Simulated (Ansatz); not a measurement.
Records of electronic-structure calculations.

**Quasiparticle gap of Na2CaMgP2O8 (P-3m1)**

It takes space group P-3m1 (No. 164, trigonal). Conventional cell: a = 5.309 Å, b = 5.309 Å, c = 7.237 Å, α = 90.00°, β = 90.00°, γ = 120.00°. Nearest to Na lie 7 O at 2.06 to 2.66 Å. Ca has 6 O at 2.30 Å nearest. Nearest to Mg lie 6 O at 2.54 Å. Nearest to P lie 4 O at 1.50 to 1.56 Å. O has 1 P at 1.50 Å and 1 Na at 2.06 Å nearest. O has 1 P at 1.56 Å and 1 Ca at 2.30 Å and 1 Mg at 2.54 Å and 2 Na at 2.66 Å nearest. Farther neighbours and most contacts between anions are not listed.

```yaml
method: DFT, LDA, plane waves, PAW (and 1 further level or step)
program: Ansatz 0.2.0
settings_of_one_run: cutoff 420 eV, 6×6×4 k-mesh, smearing width 0.02 eV, default PAW
cost: 3 runs, 2.6 min in all on 1 × NVIDIA H100 80GB HBM3 (shared by 6 runs) with 3 threads of AMD EPYC 7R13 (Zen 3), shared host (the runs of this entry)
notes: The start is a cell from the Crystallography Open Database. From 181 bands and 48 eV to 859 bands and 160 eV the gap moves by 5.586 − 5.294 = +0.292 eV (rung by rung 5.294, 5.354, 5.586 eV); bands and screening cutoff rise together, so their parts are not told apart. A line in one over the bands through the two highest rungs gives 5.586 + (5.586 − 5.354) × 425 / (859 − 425) = 5.813 eV, and through the pair below 5.354 + (5.354 − 5.294) × 181 / (425 − 181) = 5.399 eV. The two differ by 0.414 eV, not under the 0.030 eV asked, so the law does not hold well over these rungs and the limit is not known. With the 3×3×2 mesh in place of the 6×6×2 mesh and all else as in the G0W0@LDA row with 425 bands, the gap differs by 5.382 − 5.354 = +0.028 eV, and that of the start by 3.064 − 3.029 = +0.035 eV; an edge lies at another k point, so this need not be the shift of one pair of states.
lda_gap_over_mesh_and_path: 3.028 eV, from k = (0.150, 0.000, 0.000) to k = Γ
g0w0_lda_gap_over_all_14_irreducible_mesh_points: 5.586 eV, from k = (0.000, 0.167, 0.000) to k = Γ
gw_settings: 6×6×2 mesh, 811 empty bands, screening to 160 eV
known_limits: finite bands, screening cutoff and k mesh; no spin-orbit coupling in G0W0
```

Over all 14 irreducible mesh points the G0W0 gap is 5.586 eV, from k = (0.000, 0.167, 0.000) to k = Γ. The LDA gap of this run on the mesh is 3.029 eV. The two states that bound the G0W0 gap lie that far apart at the start, so the correction of the gap is 5.586 − 3.029 = +2.557 eV. The valence state moves by 3.076 − 4.393 = −1.317 eV and the conduction state by 8.662 − 7.421 = +1.241 eV, on the run's own scale; with 181 bands the edge states move by −0.883 and +1.382 eV, so the split between the edges depends on the bands and cutoff.

## Quasiparticle gap of Na2CaMgP2O8 (P-3m1)

Symmetry: P-3m1, No. 164, trigonal system. The conventional cell has a = 5.309 Å, b = 5.309 Å, c = 7.237 Å, α = 90.00°, β = 90.00°, γ = 120.00°. Nearest to Na lie 7 O at 2.06 to 2.66 Å. Ca has 6 O at 2.30 Å nearest. Mg has 6 O at 2.54 Å nearest. Nearest to P lie 4 O at 1.50 to 1.56 Å. Nearest to O lie 1 P at 1.50 Å and 1 Na at 2.06 Å. Nearest to O lie 1 P at 1.56 Å and 1 Ca at 2.30 Å and 1 Mg at 2.54 Å and 2 Na at 2.66 Å. Farther neighbours and most contacts between anions are not listed.

```yaml
method: G0W0 on HSE06, plane waves, PAW (and 1 further level or step)
program: Ansatz 0.2.0
settings_of_one_run: cutoff 420 eV, 6×6×2 k-mesh, default PAW, empty bands 377, screening cutoff 96 eV, screening contour deformation, QP bands (v4, c4)
cost: 2 runs, 2.4 min in all on 1 × NVIDIA H100 80GB HBM3 (shared by 6 runs) with 3 threads of AMD EPYC 7R13 (Zen 3), shared host (the runs of this entry)
notes: In doubt: masses and optical values from hybrid runs of this build are listed as unsure (in some of the runs), which bears on the screening that GW takes from such a start. Geometry: measured cell, ions relaxed with LDA.
hse06_gap_over_mesh_and_listed_points: 4.862 eV, from k = (0.150, 0.000, 0.000) to k = Γ
g0w0_hse06_gap_over_all_14_irreducible_mesh_points: 6.133 eV, from k = (0.000, 0.167, 0.000) to k = Γ
gw_settings: 6×6×2 mesh, 377 empty bands, screening to 96 eV
known_limits: finite bands, screening cutoff and k mesh; no spin-orbit coupling in G0W0
```

Over all 14 irreducible mesh points the G0W0 gap is 6.133 eV, from k = (0.000, 0.167, 0.000) to k = Γ. The HSE06 gap of this run on the mesh is 4.863 eV. The two states that bound the G0W0 gap lie that far apart at the start, so the correction of the gap is 6.133 − 4.863 = +1.270 eV. The valence state moves by 3.037 − 3.551 = −0.514 eV and the conduction state by 9.170 − 8.414 = +0.756 eV, on the run's own scale; how far single levels stand from their limit in bands is not shown.

[Paths, hosts, dates, memory and timing lines, banners, echoed tables and standing remarks are left out of the program output.]

[Logs are printed without paths, hosts, clocks, repeated set-up lines and the standing remarks that a program may print on its own settings, such as how far it seeks lower states.]

[Runs of the session that timed out or met a known fault of the program may be left out.]

[Cells called generated may have been cut or substituted from an entry of the Crystallography Open Database or the Materials Project.]

[Hosts, paths, dates, database ids (printed as entryN), source tags and the programs' standing remarks are cut or masked in the printed files.]
